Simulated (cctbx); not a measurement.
## What is wrong with this refinement?

Cell a = 10.3250 Å, b = 10.3250 Å, c = 7.4880 Å, α = 90.00°, β = 90.00°, γ = 90.00°; space group P4/mbm (no. 127).

Simulated single-crystal data (cctbx): Mo Kα, λ = 0.71073 Å, to d = 0.77 Å, 95 % of the full sphere, strongest reflection 70000 counts, noise from counting, a 4 % proportional error and a noise floor of 4 counts (s.d.); no absorption.

An anisotropic refinement with weights 1/σ² prints:

```text
Rint 0.033, 536 unique reflections to 0.77 A
cycle     R1     wR2    GooF  max shift (A)
   1  0.0779  0.2269  14.779   0.00282
   2  0.0779  0.2209  14.390   0.00000
final R1 0.0779 wR2 0.2209 GooF 14.390  parameters 18  data/parameter 29.8
atom        x        y        z      Ueq    occ   su(xyz)  su(Uiso or U11)
I1     0.84848  0.65152  0.00000   0.0020  1.000  0.00012  0.0007
I2     0.50000  0.50000  0.50000   0.0029  1.000  0.00000  0.0008
I3     0.10666  0.60666  0.78791   0.0022  1.000  0.00017  0.0007
Rb1    0.80783  0.69217  0.50000   0.0031  1.000  0.00019  0.0009
Cu1    0.50000  0.50000  0.00000   0.0071  1.000  0.00000  0.0016
difference map: max 49.17 min -2.74 rms 0.97
Q1    0.0000  0.5000  0.0000    2   49.17  2.21 A from I1
Q2    0.0000  0.0000  0.5000    2    9.64  0.00 A from I2
Q3    0.1086  0.6086  0.2015    8    7.55  0.08 A from I3
Q4    0.1606  0.3394  0.0000    4    6.66  0.13 A from I1
Q5    0.1945  0.3055  0.5000    4    4.41  0.03 A from Rb1
Q6    0.0000  0.0000  0.0000    2    3.11  0.00 A from Cu1
```

**Question.** Can this result stand? If not, what is the likely fault?

Mend it. The fault: an atom left out, Si at (1/2, 0, 0). Against the right model at the same level, R1 goes from 0.0061 to 0.0779 and GooF from 0.90 to 14.39 and the top difference peak, 49.2 e/Å³, lies 2.21 Å from I1. Q1 is the missing atom. With scattering power missing, scale and phases suffer, so peaks may also grow on the heavy atoms.

The compound is Rb2CuSiI7. The right model at the same level gives:

```text
Rint 0.033, 536 unique reflections to 0.77 A
cycle     R1     wR2    GooF  max shift (A)
   1  0.0077  0.0215   1.407   0.00010
   2  0.0061  0.0138   0.901   0.00000
final R1 0.0061 wR2 0.0138 GooF 0.901  parameters 21  data/parameter 25.5
atom        x        y        z      Ueq    occ   su(xyz)  su(Uiso or U11)
I1     0.84830  0.65170  0.00000   0.0033  1.000  0.00001  0.0000
I2     0.50000  0.50000  0.50000   0.0034  1.000  0.00000  0.0001
I3     0.10670  0.60670  0.78819   0.0035  1.000  0.00001  0.0000
Rb1    0.80772  0.69228  0.50000   0.0044  1.000  0.00001  0.0001
Cu1    0.50000  0.50000  0.00000   0.0081  1.000  0.00000  0.0001
Si1    0.50000  0.00000  0.00000   0.0116  1.000  0.00000  0.0002
difference map: max 0.29 min -0.39 rms 0.08
Q1    0.1108  0.6108  0.3843    8    0.30  1.29 A from I3
Q2    0.2131  0.2869  0.2915    8    0.30  1.59 A from Rb1
Q3    0.1224  0.1785  0.4032   16    0.28  1.68 A from Rb1
Q4    0.0934  0.3336  0.3895   16    0.27  1.34 A from Rb1
Q5    0.1937  0.6937  0.4173    8    0.25  1.78 A from Rb1
Q6    0.0797  0.3311  0.2381   16    0.25  1.94 A from I1
```

The model is made up (kin elements in a known structure type, no relaxation), so it says nothing on whether the phase exists.

[Middle refinement cycles are left out of these outputs.]

[Logs are printed without paths, hosts, clocks, repeated set-up lines and the standing remarks that a program may print on its own settings, such as how far it seeks lower states.]
